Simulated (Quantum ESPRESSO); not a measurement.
## BN (F-43m): a worked LO-TO splitting

How high does the longitudinal optical mode of BN (F-43m) lie, given the transverse one, the Born charge and ε∞?

Calculated with Quantum ESPRESSO 7.5; DFT LDA, scalar-relativistic, plane waves, PseudoDojo norm-conserving pseudopotentials.

**1. The relaxed structure**

The structure is cubic, space group F-43m (No. 216). The conventional cell has a = 3.581 Å, b = 3.581 Å, c = 3.581 Å, α = 90.00°, β = 90.00°, γ = 90.00°. Nearest to B lie 4 N at 1.55 Å. Nearest to N lie 4 B at 1.55 Å. Farther neighbours and most contacts between anions are not listed.

As a file:

```cif
data_structure
_symmetry_space_group_name_H-M 'F-43m'
_symmetry_Int_Tables_number 216
_cell_length_a 3.5813
_cell_length_b 3.5813
_cell_length_c 3.5813
_cell_angle_alpha 90.000
_cell_angle_beta 90.000
_cell_angle_gamma 90.000
_cell_volume 45.93
loop_
_atom_site_label
_atom_site_type_symbol
_atom_site_symmetry_multiplicity
_atom_site_Wyckoff_symbol
_atom_site_fract_x
_atom_site_fract_y
_atom_site_fract_z
_atom_site_occupancy
B1 B 4 a 0.00000 0.00000 0.00000 1
N1 N 4 c 0.25000 0.25000 0.25000 1
```

This is the cell after its relaxation at this level of theory, not the database cell from which that began.

**2. What the response run gave**

A linear-response run on the relaxed cell, with the response to an electric field; only its zone-centre results are used. Cutoff 84 Ry, k mesh 10×10×10.

Output:

```text
[banners, grids, parts of the stress and lines that vanish by symmetry left out]
Program PHONON v.7.5
     Reading xml data from directory:

[...]
Exchange-correlation= PW
                           (   1   4   0   0   0   0   0)
[...]
kinetic-energy cut-off    =      84.0000  Ry
     charge density cut-off    =     336.0000  Ry
     convergence threshold     =      1.0E-18
[...]
Exchange-correlation= PW
                           (   1   4   0   0   0   0   0)
[...]
q = (   0.0000000   0.0000000   0.0000000 )
     25 Sym.Ops. (with q -> -q+G )
     G cutoff =  194.9107  (   7991 G-vectors)     FFT grid: ( 27, 27, 27)
     number of k points=    47
[...]
Mode symmetry, T_d (-43m)  point group:
[...]
Dielectric constant
[...]
End of electric fields calculation
          Dielectric constant in cartesian axis
          (       4.508443394      -0.000000000       0.000000000 )
          (      -0.000000000       4.508443394      -0.000000000 )
          (       0.000000000      -0.000000000       4.508443394 )
          Effective charges (d Force / dE) in cartesian axis without acoustic sum rule applied (asr)
           atom    1  B     Mean Z*:        1.87823
      Ex  (        1.87823       -0.00000       -0.00000 )
      Ey  (       -0.00000        1.87823       -0.00000 )
      Ez  (       -0.00000       -0.00000        1.87823 )
           atom    2  N     Mean Z*:       -1.87878
      Ex  (       -1.87878        0.00000        0.00000 )
      Ey  (        0.00000       -1.87878        0.00000 )
      Ez  (        0.00000        0.00000       -1.87878 )
          Effective charges Sum: Mean:       -0.00055
[...]
Effective charges (d Force / dE) in cartesian axis with asr applied:
           atom    1  B     Mean Z*:        1.87851
[...]
atom    2  N     Mean Z*:       -1.87851
[...]
Representation #   1 modes #   1   2   3
[...]
End of self-consistent calculation
     Convergence has been achieved
     Representation #   2 modes #   4   5   6
[...]
End of self-consistent calculation
     Convergence has been achieved
[...]
Dielectric constant in cartesian axis
          (       4.508443394      -0.000000000       0.000000000 )
          (      -0.000000000       4.508443394      -0.000000000 )
          (       0.000000000      -0.000000000       4.508443394 )
          Effective charges (d Force / dE) in cartesian axis without acoustic sum rule applied (asr)
           atom    1  B     Mean Z*:        1.87823
      Ex  (        1.87823       -0.00000       -0.00000 )
      Ey  (       -0.00000        1.87823       -0.00000 )
      Ez  (       -0.00000       -0.00000        1.87823 )
           atom    2  N     Mean Z*:       -1.87878
      Ex  (       -1.87878        0.00000        0.00000 )
      Ey  (        0.00000       -1.87878        0.00000 )
      Ez  (        0.00000        0.00000       -1.87878 )
          Effective charges Sum: Mean:       -0.00055
[...]
Effective charges (d Force / dE) in cartesian axis with asr applied:
           atom    1  B     Mean Z*:        1.87851
[...]
atom    2  N     Mean Z*:       -1.87851
[...]
q = (    0.000000000   0.000000000   0.000000000 )
[...]
freq (    1) =       0.045171 [THz] =       1.506732 [cm-1]
     freq (    2) =       0.045171 [THz] =       1.506732 [cm-1]
     freq (    3) =       0.045171 [THz] =       1.506732 [cm-1]
     freq (    4) =      32.037992 [THz] =    1068.672389 [cm-1]
     freq (    5) =      32.037992 [THz] =    1068.672389 [cm-1]
     freq (    6) =      32.037992 [THz] =    1068.672389 [cm-1]
[...]
Mode symmetry, T_d (-43m)  point group:
     freq (   1-   3) =          1.5  [cm-1]   --> T_2  G_15 P_4   I+R
     freq (   4-   6) =       1068.7  [cm-1]   --> T_2  G_15 P_4   I+R

   JOB DONE.
```

```tsv
quantity	value
cell volume Ω (Å³)	11.483
mass of B (u)	10.810
mass of N (u)	14.007
Born charge of B, raw (e)	1.878
Born charge of N, raw (e)	-1.879
ε∞	4.508
ω(TO) after the sum rule (cm⁻¹)	1068.7
```

**3. The calculation**

The charges must sum to zero over the cell; taking off their mean, 0.000 e, leaves Z* = 1.879 e on B. In the polar mode B moves against N, so the reduced mass is μ = 10.81 × 14.01 / 24.82 = 6.101 u.

A longitudinal wave builds up a field that adds to the restoring force: ω(LO)² = ω(TO)² + 4π Z*² / (μ Ω ε∞), in Hartree atomic units. With μ = 11122 electron masses and Ω = 77.49 bohr³ the second term is 1.1412e-05 Ha², or 549702 cm⁻² (1 Ha = 219474.6 cm⁻¹).

So ω(LO) = √(1142056 + 549702) = 1300.7 cm⁻¹, and by the Lyddane-Sachs-Teller relation ε₀ = ε∞ (ω(LO)/ω(TO))² = 6.68.

**4. Check against the program**

The analysis program adds the same non-analytic term to the full matrix, here for q along (1 0 0).

Output:

```text
[banner, memory and clock lines left out]
Program DYNMAT v.7.5

     Reading Dynamical Matrix from file g.dyn
     ...Force constants read
     ...epsilon and Z* read

     Polarizability (A^3 units)
     multiply by 0.460940 for Clausius-Mossotti correction
         3.206102   -0.000000    0.000000
        -0.000000    3.206102   -0.000000
         0.000000   -0.000000    3.206102

     IR activities are in (D/A)^2/amu units

# mode   [cm-1]    [THz]      IR
    1     -0.00   -0.0000    0.0000
    2      0.00    0.0000    0.0000
    3      0.00    0.0000    0.0000
    4   1068.67   32.0380   13.3436
    5   1068.67   32.0380   13.3436
    6   1300.68   38.9933   13.3436
```

ε₀ comes from the program's run without a direction of q.

```tsv
quantity	by hand	program
ω(LO) (cm⁻¹)	1300.7	1300.7
ε₀	6.68	6.68
```

**5. Summary of results**

| Property | Result |
| --- | --- |
| TO mode | 1069 cm⁻¹ |
| LO mode | 1301 cm⁻¹ |
| static dielectric constant | 6.678 |

In words: The LO mode of BN (F-43m) lies at 1301 cm⁻¹, 232 cm⁻¹ above the TO mode; the formula meets the program within 0.1 cm⁻¹, as it must for a cubic crystal with one polar mode. ω(LO)² − ω(TO)² goes with Z*²/ε∞: an error of 5 % in ε∞ would move the LO mode by 10.1 cm⁻¹, and semilocal functionals tend to overestimate ε∞. These are harmonic values at zero temperature, at the volume of this functional, for the structure held cubic; stability elsewhere in the zone is no part of this calculation.

[Host names and launcher messages were left out of these logs when they were recorded.]

[Logs are printed without paths, hosts, clocks, repeated set-up lines and the standing remarks that a program may print on its own settings, such as how far it seeks lower states.]

[Hosts, paths, dates, database ids (printed as entryN), source tags and the programs' standing remarks are cut or masked in the printed files.]
